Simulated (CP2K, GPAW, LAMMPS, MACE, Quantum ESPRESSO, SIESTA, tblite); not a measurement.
**Which site? S in place of O in glassy 83P2O5-17Al2O3 (mol %) (80 atoms), by several methods**

At which of several sites of glassy 83P2O5-17Al2O3 (mol %) (80 atoms) does S in place of O cost least, and do cheaper methods find the same site as plane waves?

The results are calculated values.

**1. Set-up**

The cell holds 80 atoms (20 P, 4 Al and 56 O), with edges of 10.28, 10.28 and 10.28 Å. Recipe: 80 atoms (20 P, 4 Al, 56 O) placed at random at 2.43 g/cm³, melted at 4000 K for 10 ps at fixed volume with the Morse and Coulomb pair potential with partial charges (Pedone, Malavasi, Menziani, Cormack and Segre, J. Phys. Chem. B 110, 11780 (2006)). Quenched from 4000 K to 300 K at 6 K/ps and fixed volume, held 10 ps at zero pressure. Then the atoms were relaxed with MACE MP-0b3 medium in the fixed cell.

**2. The reference input**

Quantum ESPRESSO 7.5: Kohn-Sham DFT, PBE, SSSP efficiency 1.3.0 pseudopotentials, plane waves. Its input, pw.in, for the unchanged cell:

```
&control
  calculation = 'scf'
  pseudo_dir = './pseudo'
  outdir = './tmp'
  disk_io = 'none'
  tprnfor = .true.
  tstress = .true.
/
&system
  ibrav = 0
  nat = 80
  ntyp = 3
  ecutwfc = 60
  ecutrho = 480
  nosym = .true.
  occupations = 'smearing'
  smearing = 'fd'
  degauss = 0.003675
/
&electrons
  conv_thr = 4.0e-07
  electron_maxstep = 100
  mixing_beta = 0.4
  mixing_mode = 'plain'
  diagonalization = 'david'
/
ATOMIC_SPECIES
P 30.974 P.upf
Al 26.982 Al.upf
O 15.999 O.upf
CELL_PARAMETERS angstrom
10.27696 0.00000 0.00000
0.00000 10.27696 0.00000
0.00000 0.00000 10.27696
ATOMIC_POSITIONS crystal
P 0.70808 0.20917 0.57301
P 0.53652 0.24508 0.81652
P 0.10018 0.75218 0.33563
P 0.88512 0.23114 0.16434
[... 74 atom lines left out ...]
O 0.66750 0.12015 0.46468
O 0.05389 0.94727 0.65384
K_POINTS gamma
```

```console
$ OMP_NUM_THREADS=1 mpirun -np 2 pw.x -in pw.in > output.txt
```

Wall time 4.3 min (2 MPI ranks of Arm Neoverse V1, shared host); peak memory 3.2 GiB; 8.6 min of CPU time.

It converged with an r.m.s. force component of 0.17 eV/Å and a pressure of -1.4 GPa.

**3. Programs and settings**

The levels share the cells and solve them as single points, though not every level runs every cell. CPU time is summed over a level's finished runs, on a host shared with the other runs, so it is rough; the force column is the median over cells of the r.m.s. difference of force components from the reference.

```
                level                      basis or training data  k-points  runs finished  CPU time  peak memory (GiB)  force difference (meV/Å)
              QE, PBE     plane waves, SSSP efficiency, 60/480 Ry         Γ         4 of 4    38 min                3.3                 reference
CP2K double zeta, PBE                 DZVP-MOLOPT-SR, GTH, 600 Ry         Γ         3 of 3    10 min                3.4                       192
        GPAW dzp, PBE                 dzp orbitals, PAW, h 0.18 Å         Γ         3 of 3   5.1 min                1.4                       489
      SIESTA DZP, PBE    DZP orbitals, shift 0.01 Ry, mesh 500 Ry         Γ         3 of 3    13 min                1.9                       266
      tblite GFN1-xTB  tight binding with its own dispersion term         Γ         3 of 3      14 s               0.14                       463
   MACE MP-0b3 medium          trained on PBE(+U) plane-wave data         -         4 of 4      31 s                1.1                       172
    MACE MPA-0 medium          trained on PBE(+U) plane-wave data         -         4 of 4      31 s                1.1                       138
```

The reference's own r.m.s. force component runs from 166 to 184 meV/Å over these cells. MACE MP-0b3 medium relaxed the atoms, so in the cells that it relaxed its forces are near zero and its entry mostly repeats the reference's forces.

**4. The sites**

Each changed cell was relaxed with MACE MP-0b3 medium before the single points. Neighbours are the site's nearest atoms before the change.

| site | nearest atoms | their mean distance (Å) | atoms within 6 Å | largest move on relaxing (Å) | longest force left in the reference (eV/Å) |
| --- | --- | --- | --- | --- | --- |
| O35 | P | 1.47 | 59 | 0.92 | 0.66 |
| O67 | P2 | 1.60 | 67 | 0.73 | 0.58 |
| O37 | AlP | 1.74 | 64 | 0.59 | 1.10 |

**5. Site energies**

All changed cells hold the same atoms, so within one level their energies compare with no chemical potential. Energies in eV, less that of O35, the reference's cheapest site; the last column is the largest deviation from the reference once each row's mean is taken off.

```
                level   O35    O67    O37  cheapest  largest deviation
              QE, PBE  0.00   0.10   0.13       O35                  -
CP2K double zeta, PBE  0.00  -0.11   0.08       O67               0.12
        GPAW dzp, PBE  0.00   0.03   0.42       O35               0.22
      SIESTA DZP, PBE  0.00   0.11   0.37       O35               0.16
      tblite GFN1-xTB  0.00  -0.17   0.39       O67               0.26
   MACE MP-0b3 medium  0.00   0.37  -0.10       O37               0.26
    MACE MPA-0 medium  0.00   0.31   0.13       O35               0.14
```

**6. Outcome**

In the reference the cheapest site is O35 (P) and the dearest O37 (AlP), 0.13 eV higher. 3 of the 6 other levels pick the same cheapest site; CP2K double zeta, PBE picks O67, tblite GFN1-xTB picks O67 and MACE MP-0b3 medium picks O37. The two cheapest sites lie only 0.097 eV apart in the reference, so their order is fragile.

CP2K double zeta, PBE follows the reference most closely (0.12 eV at worst) and tblite GFN1-xTB least (0.26 eV). The other programs at PBE deviate by 0.22 eV at most, the learned potentials by 0.14 to 0.26 eV. The reference's gap of 3.56 eV in the unchanged cell becomes 3.10 eV (O35), 3.58 eV (O67) and 3.13 eV (O37).

Caveats: The geometries are those of MACE MP-0b3 medium; forces of up to 1.1 eV/Å remain in the reference, so relaxing in DFT would lower the energies, by amounts that can differ from site to site and can change the order. For MACE MP-0b3 medium alone these are relaxed energies. Defects interact with their periodic images. Only 3 of the 56 O sites are compared. Learned potentials know no electrons, so they can't tell charge or spin states of the defect. The quench rate of 6 K/ps is many orders above laboratory rates, so the cell is likely richer in defects and strain than a real sample. The reference samples only Γ, in a cell whose shortest periodic width is 10 Å. The reference isn't exact: its cutoffs and mesh weren't converged further here, and in our tests on small cells the SSSP efficiency potentials stood apart from two norm-conserving sets for C–F bonds most, for P–O and Y–O bonds less. SIESTA's automatically made basis is far from complete, and its potentials were converted by us (checked for H, C, O, Si, Ge and Ca alone). Where levels are smeared, the DFT runs use Fermi–Dirac occupations at 580 K (0.05 eV), and energies are free energies.

[Long decimals in the printed logs are rounded to 6 places.]

[Logs are printed without paths, hosts, clocks, repeated set-up lines and the standing remarks that a program may print on its own settings, such as how far it seeks lower states.]

[Hosts, paths, dates, database ids (printed as entryN), source tags and the programs' standing remarks are cut or masked in the printed files.]
